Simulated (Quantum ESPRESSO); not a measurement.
**E(M) of MnSe**

Aim: the energy of MnSe as a function of the total spin moment of its primitive cell.

Program: Quantum ESPRESSO 7.5. Level of theory: PBEsol with U = 4 eV on Mn d (ortho-atomic projectors); plane waves with GBRV 1.5 PBEsol potentials, no spin-orbit coupling. Results are calculated unless marked as measured.

Most raw output is cut from this account.

The database entry behind the starting cell differs from later determinations by our own check (about 0.4 % short), so it need not match the best structure at ambient conditions.

## 1. The starting structure

It takes space group Fm-3m (No. 225, cubic). The conventional cell has a = 5.440 Å, b = 5.440 Å, c = 5.440 Å, α = 90.00°, β = 90.00°, γ = 90.00°. Nearest to Mn lie 6 Se at 2.72 Å. Se has 6 Mn at 2.72 Å nearest. Farther neighbours and most contacts between anions are not listed.

The cell comes from the Crystallography Open Database.

## 2. No moment imposed

The input, pw.in:

```
&CONTROL
  calculation = 'scf'
  prefix = 'pwscf'
  outdir = './tmp'
  pseudo_dir = './pseudo'
  disk_io = 'nowf'
/
&SYSTEM
  ibrav = 0
  nat = 2
  ntyp = 2
  ecutwfc = 40
  ecutrho = 280
  nbnd = 19
  occupations = 'smearing'
  smearing = 'fd'
  degauss = 0.00734986
  nspin = 2
  starting_magnetization(1) = 0.3
  starting_magnetization(2) = 0
/
&ELECTRONS
  conv_thr = 4d-09
  electron_maxstep = 150
  mixing_beta = 0.3
/
ATOMIC_SPECIES
Mn     54.9380 mn_pbesol_v1.5.uspp.F.UPF
Se     78.9710 se_pbesol_v1.uspp.F.UPF
CELL_PARAMETERS angstrom
   0.0000000000    2.7200000000    2.7200000000
   2.7200000000    0.0000000000    2.7200000000
   2.7200000000    2.7200000000    0.0000000000
ATOMIC_POSITIONS crystal
Mn      0.0000000000    0.0000000000    0.0000000000
Se      0.5000000000    0.5000000000    0.5000000000
K_POINTS automatic
8 8 8 0 0 0
HUBBARD {ortho-atomic}
U Mn-3d 4.0000
```

Command:

```console
$ OMP_NUM_THREADS=1 mpirun -n 2 pw.x -nk 2 -in pw.in > pw.out
```

It took 16 s on 2 MPI ranks of Arm Neoverse V1, shared host; peak memory 0.21 GiB.

Spin moment in the atom's sphere by atom:

| atom | spin moment in the atom's sphere (μB) |
| --- | --- |
| Mn1 | 4.56 |
| Se2 | 0.08 |

Numbers from this step:

* smearing term TS: 0.002492 eV
* magnetization: 5 μB
* absolute magnetization: 5 μB
* final state: ferromagnetic

## 3. Moment fixed at 0 μB

The two spin channels are filled to separate Fermi energies, so that the total moment meets the target. Half of the up one less the down one is the slope dE/dM.

pw.in, as its differences from that of step 2:

```diff
@@ -13,3 +13,3 @@
   ecutrho = 280
-  nbnd = 19
+  nbnd = 21
   occupations = 'smearing'
@@ -18,4 +18,5 @@
   nspin = 2
-  starting_magnetization(1) = 0.3
+  starting_magnetization(1) = 0.015
   starting_magnetization(2) = 0
+  tot_magnetization = 0
 /
```

Run time: 23 s. Hardware: 2 MPI ranks; peak memory 0.21 GiB.

Read from the output:

```yaml
magnetization: 0 μB
absolute_magnetization: 0 μB
half_the_difference_of_the_two_fermi_energies: 0 meV
largest_moment: 0 μB
```

## 4. Moment fixed at 0.675 μB

pw.in, as its differences from that of step 3:

```diff
@@ -18,5 +18,5 @@
   nspin = 2
-  starting_magnetization(1) = 0.015
+  starting_magnetization(1) = 0.045
   starting_magnetization(2) = 0
-  tot_magnetization = 0
+  tot_magnetization = 0.675
 /
```

The job ended after 23 s (2 MPI ranks; peak memory 0.21 GiB).

Spin moment in the atom's sphere by atom:

| atom | spin moment in the atom's sphere (μB) |
| --- | --- |
| Mn1 | 0.758 |
| Se2 | -0.066 |

Numbers from this step:

- magnetization: 0.675 μB
- absolute magnetization: 0.883 μB
- half the difference of the two Fermi energies: -434.6 meV

## 5. Moment fixed at 1.35 μB

pw.in, as its differences from that of step 4:

```diff
@@ -18,5 +18,5 @@
   nspin = 2
-  starting_magnetization(1) = 0.045
+  starting_magnetization(1) = 0.09
   starting_magnetization(2) = 0
-  tot_magnetization = 0.675
+  tot_magnetization = 1.35
 /
```

The job ended after 21 s (2 MPI ranks; peak memory 0.21 GiB).

Read from the output:

```
magnetization                                 : 1.35 μB
absolute magnetization                        : 1.773 μB
half the difference of the two Fermi energies : -271.7 meV
largest moment                                : 1.511 μB
```

## 6. An input with a fault

One input was spoiled on purpose, to see how the program answers.

pw.in, as its differences from that of step 5:

```diff
@@ -13,3 +13,3 @@
   ecutrho = 280
-  nbnd = 21
+  nbnd = 19
   occupations = 'smearing'
@@ -18,5 +18,4 @@
   nspin = 2
-  starting_magnetization(1) = 0.09
+  starting_magnetization(1) = 0.3
   starting_magnetization(2) = 0
-  tot_magnetization = 1.35
 /
@@ -24,3 +23,3 @@
   conv_thr = 4d-09
-  electron_maxstep = 150
+  electron_maxstep = 4
   mixing_beta = 0.3
```

It took 6.8 s on 2 MPI ranks; peak memory 0.21 GiB.

Residual by cycle:

cycle, log10 residual and a bar from the least value:
```
        1        0.8 ##############################
        2       -0.5 ###############
        3       -0.9 ##########
        4       -1.8
```

After 4 cycles the residual stands at 0.016. The cap of 4 cycles in the input ended the loop.

The fault put into the input: too few SCF iterations.

## 7. The curve

The runs not shown differ in the target, the start and the number of states alone. The point at 5.00 μB is the free run, entered with slope zero.

Energy over the lowest against total spin moment:

| total spin moment (μB a cell) | energy over the lowest (meV a cell) |
| --- | --- |
| 0.00 | 4686 |
| 0.68 | 4500 |
| 1.35 | 4349 |
| 2.02 | 3864 |
| 2.70 | 2933 |
| 3.38 | 1872 |
| 4.05 | 926 |
| 4.72 | 171 |
| 5.00 | 0 |
| 5.40 | 623 |
| 6.08 | 2217 |
| 6.75 | 4099 |

dE/dM against total spin moment:

| total spin moment (μB a cell) | dE/dM (meV/μB) |
| --- | --- |
| 0.00 | 0.0157 |
| 0.68 | -435 |
| 1.35 | -272 |
| 2.02 | -1138 |
| 2.70 | -1532 |
| 3.38 | -1539 |
| 4.05 | -1280 |
| 4.72 | -832 |
| 5.00 | 0 |
| 5.40 | 2007 |
| 6.08 | 2637 |
| 6.75 | 2890 |

Table of largest site moment by total spin moment:

| total spin moment (μB a cell) | largest site moment (μB) |
| --- | --- |
| 0.00 | 4.5e-5 |
| 0.68 | 0.758 |
| 1.35 | 1.51 |
| 2.02 | 2.47 |
| 2.70 | 3.22 |
| 3.38 | 3.75 |
| 4.05 | 4.14 |
| 4.72 | 4.46 |
| 5.00 | 4.56 |
| 5.40 | 4.66 |
| 6.08 | 4.79 |
| 6.75 | 4.91 |

## 8. Summary of results

- moment of the free run: 5.00 μB a cell
- energy at zero total moment: 4686 meV a cell over the lowest

What this shows: At zero total moment the site moments vanish, so the 4686 meV a cell is the energy of forming them, the change of the Hubbard energy included. The points show one minimum alone. The free run has a whole-number moment, and the slope goes from -832 to 2007 meV/μB between its neighbours: a kink, as where a spin channel has a gap, so no stiffness is given. The cell holds one seeded atom, so opposed orders, which may lie lower, cannot form in it. Energies are free energies at an electronic temperature of 1160 K, which lowers moments and differences where the moments are itinerant.

[Logs and program files are shortened in this print: banners, set-up blocks, solver, clock and traceback lines can be left out without a mark of their own.]

[Logs are printed without paths, hosts, clocks, repeated set-up lines and the standing remarks that a program may print on its own settings, such as how far it seeks lower states.]

[Hosts, paths, dates, database ids (printed as entryN), source tags and the programs' standing remarks are cut or masked in the printed files.]

[Where a cell is said to come from a database of computed structures, the database is the Materials Project.]
